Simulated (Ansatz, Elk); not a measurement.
# Optical response of BiAs (model structure)

Aim: the dielectric function of BiAs (model structure), and the optical constants that follow from it. The cell was made here by substitution or stacking, whether or not such a phase is known. It was built so: All Sb replaced by Bi in the R-3m structure of SbAs. The cell is first relaxed with Ansatz.

Calculated with Elk 11.2.3 (patched build); DFT, PBE, all-electron APW+lo, Dirac cores, scalar-relativistic bands, independent-particle optical response without local fields.

### 1. Starting point

It takes space group R-3m (No. 166, trigonal). The conventional cell has a = 4.152 Å, b = 4.152 Å, c = 11.177 Å, α = 90.00°, β = 90.00°, γ = 120.00°. Nearest to Bi lie 6 As at 3.04 Å. Nearest to As lie 6 Bi at 3.04 Å. Farther neighbours, and contacts between anions beyond the nearest, are not listed.

### 2. Relaxation

The structure was built or cut out here, so it is relaxed before any spectrum is computed.

This step: DFT, PBE, plane-wave PAW, default files, scalar-relativistic, relaxation (Ansatz 0.2.0).

Input file input.yaml:

```yaml
crystal:
  lattice:
    - [2.07594099, 1.19854509, 3.7257438]
    - [-2.07594099, 1.19854509, 3.7257438]
    - [0.0, -2.39709018, 3.7257438]
  atoms:
    - { symbol: Bi, position: [0.5, 0.5, 0.5] }
    - { symbol: As, position: [0.0, 0.0, 0.0] }
kpoints:
  mp_grid: { grid: [7, 7, 7] }
scf:
  occupations: { method: fermi_dirac, width: 0.05 }
hamiltonian:
  xc: pbe
output:
  forces: true
  stress: true
relax:
  f_tol: 0.02
  max_steps: 50
  cell: {}
```

Run with:

```bash
ansatz run input.yaml --threads 2 --pin off --max-ram 5120MiB --backend cpu --events-out ev --progress --plain --runs-dir out
```

The program printed:

```text
Engine: ansatz 0.2.0, aarch64-unknown-linux-gnu
Pseudopotentials: kind: paw
Pseudopotential: Bi, paw, valence charge 15, recommended cutoff 420 eV (normal), Bi.paw.azcp
Pseudopotential: As, paw, valence charge 15, recommended cutoff 420 eV (normal), As.paw.azcp
Functional definition: PBE
  parameter kappa = 0.804
  parameter beta = 0.066725
  exchange = pbe_x(kappa = kappa, mu = beta*pi^2/3)
  correlation = pbe_c(beta = beta)
Crystal: 2 atoms, lattice volume = 55.620 Å³
Basis set: ecut = 420 eV, 1087 PW (Γ), exchange–correlation on 60×60×60 points (8 copies of the dense FFT grid, shifted against one another)
Bands: 19, of which v1, the nominal top of the filled ones, is band 15 counted from 1 (14 counted from 0)
Symmetry: 12 space group operations
Space group: R-3m (ITA 166), of the structure as read, at distance tolerance 3.8e-5 Å
k-points: 44 of 343
Non-local potential: Bi, projectors of the file, l = 0: 2, l = 1: 2, l = 2: 2, l = 3: 2
Non-local potential: As, projectors of the file, l = 0: 2, l = 1: 2, l = 2: 3, l = 3: 1
PAW form: soft (Blöchl's): semilocal exchange-correlation on the pseudo side does not see the compensation charge
PAW one-centre angular grid: Bi, 590 points (default); XC on 64 Gauss nodes
PAW one-centre angular grid: As, 590 points (default); XC on 64 Gauss nodes
Initial density: superposition of atomic densities (neutral atoms: chi_scale 0, normalization atom), corrected by the library's trained network
Initial wavefunctions: pseudopotential atomic-orbital guess
Functional: x = pbe(κ = 0.804, μ = 0.219515), c = pbe(β = 0.066725)
SCF iter   1: F=—  HF=-17252.614537 eV  |F-HF|=—  |Δ(HF+E_count)|=         —  Δρ=1.05e-3  dr2=7.37e-4  ethr=1.77e-3  ⟨swp⟩=6.1  Hψ=4001  notcnv=0
preconditioner: auto → Kerker (q_TF=auto, 2.462 Å⁻¹)  [metal: Δε(μ)=0.082 eV  Ē_g=9.250 eV  σ=0.050 eV  W_gap=0.38  n_scr=14 (ndim 8)  ℏωp=15.7 eV  f_vac=0.000  D(μ)=0.74/eV (n_scr^D=0)]
SCF iter   2: F=—  HF=-17252.613441 eV  |F-HF|=—  |Δ(HF+E_count)|=   1.10e-3  Δρ=4.58e-4  dr2=1.28e-4  ethr=2.46e-6  ⟨swp⟩=2.2  Hψ=1833  notcnv=0
SCF iter   3: F=—  HF=-17252.613446 eV  |F-HF|=—  |Δ(HF+E_count)|=   4.88e-6  Δρ=1.88e-4  dr2=2.32e-5  ethr=4.27e-7  ⟨swp⟩=2.2  Hψ=1270  notcnv=0
SCF iter   4: F=—  HF=-17252.613446 eV  |F-HF|=—  |Δ(HF+E_count)|=   2.97e-7  Δρ=6.23e-5  dr2=1.76e-6  ethr=7.72e-8  ⟨swp⟩=2.0  Hψ=992  notcnv=0
SCF iter   5: F=—  HF=-17252.613447 eV  |F-HF|=—  |Δ(HF+E_count)|=   6.89e-7  Δρ=2.93e-5  dr2=4.13e-7  ethr=5.87e-9  ⟨swp⟩=2.1  Hψ=1298  notcnv=0
SCF iter   6: F=-17252.613447 eV  HF=-17252.613447 eV  |F-HF|=5.92e-9  |Δ(HF+E_count)|=   4.53e-7  Δρ=6.13e-6  dr2=2.28e-8  ethr=3.33e-10  ⟨swp⟩=5.0  Hψ=3217  notcnv=0
SCF 1 converged in 6 iterations: F = -17252.613447 eV  dr2 = 2.28e-8
  greatest PAW one-centre occupation: 0.999 electrons in one spin orbital (limit 2), on the As atom at site 1 (counted from 0), in its partial waves of l = 2
relax step   1: F+E_penalty+E_count = -17252.61344717 eV  Δ(F+E_penalty+E_count) = +0.000e0 eV  max|allowed force component| = 4.418e-29 eV/Å  Δτ_max = 0.0000 Å  P = -1.040 GPa  Ω = 55.620 Å³  (6 SCF iters, dr2 threshold 1.00e-7 eV, accepted)
Crystal: 2 atoms, lattice volume = 54.384 Å³
Basis set: ecut = 420 eV, 1055 PW (Γ), exchange–correlation on 60×60×60 points (8 copies of the dense FFT grid, shifted against one another)
Initial density: handed on by an earlier stage of this run
Initial wavefunctions: those handed on with the density
iter 1 solved again at ethr=8.91e-6 eV; its pass at ethr=3.10e-3 eV (dr2=2.67e-3 eV) is discarded
SCF iter   1: F=—  HF=-17252.663582 eV  |F-HF|=—  |Δ(HF+E_count)|=         —  Δρ=1.76e-3  dr2=2.86e-3  ethr=8.91e-6  ⟨swp⟩=2.6  Hψ=5765  notcnv=0
preconditioner: auto → none  [insulator: Δε(μ)=0.340 eV  Ē_g=9.401 eV  σ=0.050 eV  W_gap=0.93  n_scr=14 (ndim 8)  ℏωp=15.9 eV  f_vac=0.000  D(μ)=0.07/eV (n_scr^D=0)  ε∞_Penn≈3.9]
SCF iter   2: F=—  HF=-17252.662972 eV  |F-HF|=—  |Δ(HF+E_count)|=   6.09e-4  Δρ=8.14e-4  dr2=5.92e-4  ethr=8.91e-6  ⟨swp⟩=1.3  Hψ=860  notcnv=0
SCF iter   3: F=—  HF=-17252.662884 eV  |F-HF|=—  |Δ(HF+E_count)|=   8.80e-5  Δρ=1.66e-4  dr2=2.10e-5  ethr=1.97e-6  ⟨swp⟩=2.0  Hψ=1001  notcnv=0
SCF iter   4: F=—  HF=-17252.662880 eV  |F-HF|=—  |Δ(HF+E_count)|=   4.20e-6  Δρ=4.41e-5  dr2=6.88e-7  ethr=7.01e-8  ⟨swp⟩=2.0  Hψ=1493  notcnv=0
iter 5 did not close the SCF: its close was put off for the readings that it lacked (scf_convergence_deferred on its scf_iter line)
SCF iter   5: F=-17252.662880 eV  HF=-17252.662880 eV  |F-HF|=1.58e-7  |Δ(HF+E_count)|=   1.50e-7  Δρ=1.91e-5  dr2=1.20e-7  ethr=2.29e-9  ⟨swp⟩=2.0  Hψ=1498  notcnv=0
SCF iter   6: F=-17252.662880 eV  HF=-17252.662880 eV  |F-HF|=3.52e-9  |Δ(HF+E_count)|=   2.04e-7  Δρ=2.69e-6  dr2=2.45e-9  ethr=4.01e-10  ⟨swp⟩=3.3  Hψ=3393  notcnv=0
SCF 2 converged in 6 iterations: F = -17252.662880 eV  dr2 = 2.45e-9
relax step   2: F+E_penalty+E_count = -17252.66287994 eV  Δ(F+E_penalty+E_count) = -4.943e-2 eV  max|allowed force component| = 2.787e-29 eV/Å  Δτ_max = 0.0000 Å  P = +0.522 GPa  Ω = 54.384 Å³  energy of the carried Pulay correction = +2.315e-4 eV  (6 SCF iters, dr2 threshold 2.00e-7 eV, accepted)
Crystal: 2 atoms, lattice volume = 54.938 Å³
Basis set: ecut = 420 eV, 1049 PW (Γ), exchange–correlation on 60×60×60 points (8 copies of the dense FFT grid, shifted against one another)
iter 1 solved again at ethr=2.56e-6 eV; its pass at ethr=3.10e-3 eV (dr2=7.69e-4 eV) is discarded
SCF iter   1: F=—  HF=-17252.664759 eV  |F-HF|=—  |Δ(HF+E_count)|=         —  Δρ=9.93e-4  dr2=8.15e-4  ethr=2.56e-6  ⟨swp⟩=2.8  Hψ=6453  notcnv=0
preconditioner: auto → none  [insulator: Δε(μ)=0.303 eV  Ē_g=9.347 eV  σ=0.050 eV  W_gap=0.89  n_scr=14 (ndim 8)  ℏωp=15.8 eV  f_vac=0.001  D(μ)=0.06/eV (n_scr^D=0)  ε∞_Penn≈3.9]
SCF iter   2: F=—  HF=-17252.664667 eV  |F-HF|=—  |Δ(HF+E_count)|=   9.25e-5  Δρ=4.42e-4  dr2=1.06e-4  ethr=2.56e-6  ⟨swp⟩=2.0  Hψ=942  notcnv=0
SCF iter   3: F=—  HF=-17252.664676 eV  |F-HF|=—  |Δ(HF+E_count)|=   8.91e-6  Δρ=1.08e-4  dr2=4.08e-6  ethr=3.54e-7  ⟨swp⟩=2.0  Hψ=1073  notcnv=0
iter 4 did not close the SCF: its close was put off for the readings that it lacked (scf_convergence_deferred on its scf_iter line)
SCF iter   4: F=-17252.664680 eV  HF=-17252.664680 eV  |F-HF|=1.45e-7  |Δ(HF+E_count)|=   4.03e-6  Δρ=1.14e-5  dr2=7.72e-8  ethr=1.36e-8  ⟨swp⟩=2.0  Hψ=1500  notcnv=0
iter 5 did not close the SCF: its close was put off for the readings that it lacked (scf_convergence_deferred on its scf_iter line)
SCF iter   5: F=-17252.664680 eV  HF=-17252.664680 eV  |F-HF|=5.53e-9  |Δ(HF+E_count)|=   6.70e-8  Δρ=4.58e-6  dr2=7.97e-9  ethr=2.57e-10  ⟨swp⟩=2.0  Hψ=1501  notcnv=0
SCF iter   6: F=-17252.664680 eV  HF=-17252.664680 eV  |F-HF|=1.89e-10  |Δ(HF+E_count)|=   1.10e-9  Δρ=1.08e-6  dr2=6.92e-10  ethr=2.66e-11  ⟨swp⟩=2.0  Hψ=3150  notcnv=0
SCF 3 converged in 6 iterations: F = -17252.664680 eV  dr2 = 6.92e-10
relax step   3: F+E_penalty+E_count = -17252.66467973 eV  Δ(F+E_penalty+E_count) = -1.800e-3 eV  max|allowed force component| = 8.415e-30 eV/Å  Δτ_max = 0.0000 Å  P = -0.125 GPa  Ω = 54.938 Å³  energy of the carried Pulay correction = +1.312e-4 eV  (6 SCF iters, dr2 threshold 2.00e-7 eV, accepted)
[...]
relax step   4: F+E_penalty+E_count = -17252.66994626 eV  Δ(F+E_penalty+E_count) = -5.267e-3 eV  max|allowed force component| = 5.259e-31 eV/Å  Δτ_max = 0.0000 Å  P = -0.005 GPa  Ω = 54.839 Å³  energy of the carried Pulay correction = +1.484e-4 eV  (6 SCF iters, dr2 threshold 2.00e-7 eV, accepted)
[...]
relax step   5: F+E_penalty+E_count = -17252.67003940 eV  Δ(F+E_penalty+E_count) = -9.313e-5 eV  max|allowed force component| = 3.050e-29 eV/Å  Δτ_max = 0.0000 Å  P = +0.001 GPa  Ω = 54.834 Å³  energy of the carried Pulay correction = +1.492e-4 eV  (6 SCF iters, dr2 threshold 5.06e-8 eV, accepted)
Initial wavefunctions: pseudopotential atomic-orbital guess (no wavefunctions were taken with the density)
iter 1 solved again at ethr=1.50e-7 eV; its pass at ethr=3.10e-3 eV (dr2=4.49e-5 eV) is discarded
SCF iter   1: F=—  HF=-17252.669674 eV  |F-HF|=—  |Δ(HF+E_count)|=         —  Δρ=2.25e-4  dr2=8.50e-7  ethr=1.50e-7  ⟨swp⟩=3.8  Hψ=6194  notcnv=0
preconditioner: auto → none  [insulator: Δε(μ)=0.477 eV  Ē_g=9.361 eV  σ=0.050 eV  W_gap=0.98  n_scr=14 (ndim 8)  ℏωp=15.9 eV  f_vac=0.000  D(μ)=0.02/eV (n_scr^D=0)  ε∞_Penn≈3.9]
SCF iter   2: F=—  HF=-17252.669885 eV  |F-HF|=—  |Δ(HF+E_count)|=   2.11e-4  Δρ=1.13e-4  dr2=2.05e-7  ethr=2.83e-9  ⟨swp⟩=2.3  Hψ=1301  notcnv=0
SCF iter   3: F=—  HF=-17252.669958 eV  |F-HF|=—  |Δ(HF+E_count)|=   7.32e-5  Δρ=4.07e-6  dr2=2.14e-9  ethr=6.85e-10  ⟨swp⟩=2.5  Hψ=1184  notcnv=0
SCF iter   4: F=—  HF=-17252.669958 eV  |F-HF|=—  |Δ(HF+E_count)|=   7.41e-8  Δρ=6.50e-7  dr2=4.62e-11  ethr=7.13e-12  ⟨swp⟩=2.0  Hψ=1497  notcnv=0
iter 5 did not close the SCF: its close was put off for the readings that it lacked (scf_convergence_deferred on its scf_iter line)
SCF iter   5: F=-17252.669958 eV  HF=-17252.669958 eV  |F-HF|=8.00e-11  |Δ(HF+E_count)|=   1.32e-9  Δρ=1.62e-7  dr2=3.39e-12  ethr=1.00e-12  ⟨swp⟩=2.0  Hψ=1066  notcnv=0
SCF iter   6: F=-17252.669958 eV  HF=-17252.669958 eV  |F-HF|=0.00e0  |Δ(HF+E_count)|=  8.73e-11  Δρ=3.95e-8  dr2=2.33e-13  ethr=1.00e-12  ⟨swp⟩=5.0  Hψ=3948  notcnv=0
SCF 6 converged in 6 iterations: F = -17252.669958 eV  dr2 = 2.33e-13
relax step   6: F+E_penalty+E_count = -17252.66995847 eV  Δ(F+E_penalty+E_count) = +8.092e-5 eV  max|allowed force component| = 3.261e-29 eV/Å  Δτ_max = 0.0000 Å  P = -0.000 GPa  Ω = 54.834 Å³  stress off target by 1.01e-2 GPa  SCF on the basis re-selected at this cell (its energy is not comparable with the rows above)  (6 SCF iters)
basis re-selected at this cell: Δ(F+E_penalty+E_count) = +8.092e-5 eV, ΔP = -0.002 GPa vs the last step (what re-selecting the basis moved, of the pressure what is left beyond the Pulay correction that the steps carried, after the strain that the cell walked since its last selection, with what the two solves' SCF thresholds leave and, on support functions, any second-order correction that the steps lacked; it is no m [...]
SCF converged after 6 iterations
Free energy (F): -17252.669958 eV
Harris-Foulkes:  -17252.669958 eV  (|F-HF|=0.00e0)
Internal energy: -17252.669621 eV  (E = F + TS)
E sigma→0 (E₀):  -17252.669790 eV
Entropy (-TS):   -0.000338 eV (-0.169 meV/atom)
Fermi energy:    10.438794 eV
--- Per-component energies (eV) ---
  E_band       = -328.249178
  E_kinetic    = 403.733480
  E_local      = -3193.750930  (includes V_loc(G=0)·N_el)
  E_nonlocal   = -110.034291
  E_hartree    = 1424.210547
  E_xc         = -230.490123
  E_vxc        = -223.377962  (∫ρ·V_xc dr)
  E_paw        = -12497.738620  (= ΣΔE_a)
  E_vpaw       = -53.240145  (= ΣTr[D̂ρ^β])
  E_aug_tail   = -0.000430  (compensation charges beyond the density's cutoff)
  E_ewald      = -3048.599254
  E_smearing   = -0.000338  (= −TS)
  E_closure    = 0.000000  (closes the sum)
  Σ components = -17252.669958   (vs F -17252.669958, Δ=0.00e0)
--- Forces (eV/Å), atoms counted from 1 ---
  atom   1  Bi    -0.00000000     0.00000000     0.00000000
  atom   2  As     0.00000000     0.00000000     0.00000000
  max |Σ_I F_I| component: 6.94e-29 eV/Å
--- Stress (GPa, compression-positive) ---
        0.004721       0.000000      -0.000000
        0.000000       0.004721      -0.000000
       -0.000000      -0.000000      -0.010121
  P = ⅓ Tr σ = -0.0002 GPa (-0.002 kbar)
--- Relaxed structure (5 steps of the walk, 5 accepted, 1 SCFs on fresh bases) ---
  F+E_penalty+E_count = -17252.66995847 eV   max|allowed force component| = 3.261e-29 eV/Å   (the final SCF, on the basis selected at the relaxed cell)
  cell:  # Å, volume = 54.8336 Å³
    - [2.132004, 1.230913, 3.482409]
    - [-2.132004, 1.230913, 3.482409]
    - [0, -2.461827, 3.482409]
  atoms:
    - { symbol: Bi, position: [0.5, 0.5, 0.500000] }
    - { symbol: As, position: [0, 0, 0] }
```

Wall time 6.5 s (2 threads of Arm Neoverse V2, shared host); peak memory 0.36 GiB.

The column dr2 measures how far the density is from self-consistency, as an energy; F and HF (Harris–Foulkes) agree once it is small.

The steps of the relaxation:

```
step  energy less that of the first step (eV)  largest force component (eV/Å)  pressure (GPa)  volume (Å³)
   1                                   0.0000                          0.0000           -1.04        55.62
   2                                  -0.0494                          0.0000            0.52        54.38
   3                                  -0.0512                          0.0000           -0.12        54.94
   4                                  -0.0565                          0.0000            0.00        54.84
   5                                  -0.0566                          0.0000            0.00        54.83
  6*                                  -0.0565                          0.0000            0.00        54.83
```

Relaxation steps marked * repeat the geometry before them on a plane-wave basis chosen anew for their cell, so energy and pressure can jump there.

The run keeps the 12 symmetry operations that the program found, so distortions that break them were not tested.

```
primitive cell, as run  before  after  change
                 a (Å)   4.430  4.265  -3.7 %
                 b (Å)   4.430  4.265  -3.7 %
                 c (Å)   4.430  4.265  -3.7 %
                 α (°)   55.88  59.99  +7.3 %
                 β (°)   55.88  59.99  +7.3 %
                 γ (°)   55.88  59.99  +7.3 %
      volume (Å³/atom)   27.81  27.42  -1.4 %
```

The relaxed structure:

```xyz
2
Lattice="2.1320 1.2309 3.4824 -2.1320 1.2309 3.4824 0.0000 -2.4618 3.4824" Properties=species:S:1:pos:R:3 pbc="T T T"
Bi    0.0000    0.0000    5.2236
As    0.0000    0.0000    0.0000
```

The relaxation ends with a pressure of 0.00 GPa.

[end of part 1 of 2]

[Long decimals in the printed logs are rounded to 6 places.]

[Machine, clock and banner lines and Python warnings are left out of the logs.]

[Logs are printed without paths, hosts, clocks, repeated set-up lines and the standing remarks that a program may print on its own settings, such as how far it seeks lower states.]

[Hosts, paths, dates, database ids (printed as entryN), source tags and the programs' standing remarks are cut or masked in the printed files.]

[Where Elk ran, warnings of its patched build on accuracy (core leakage, angular cutoffs, spin-orbit splittings, empty states, lower magnetic states) are left out.]

[Where the starting crystal was built by hand or by swapping elements, it need not be the compound's stable phase.]

[The count of steps not shown may lack steps that the program refused or didn't finish.]
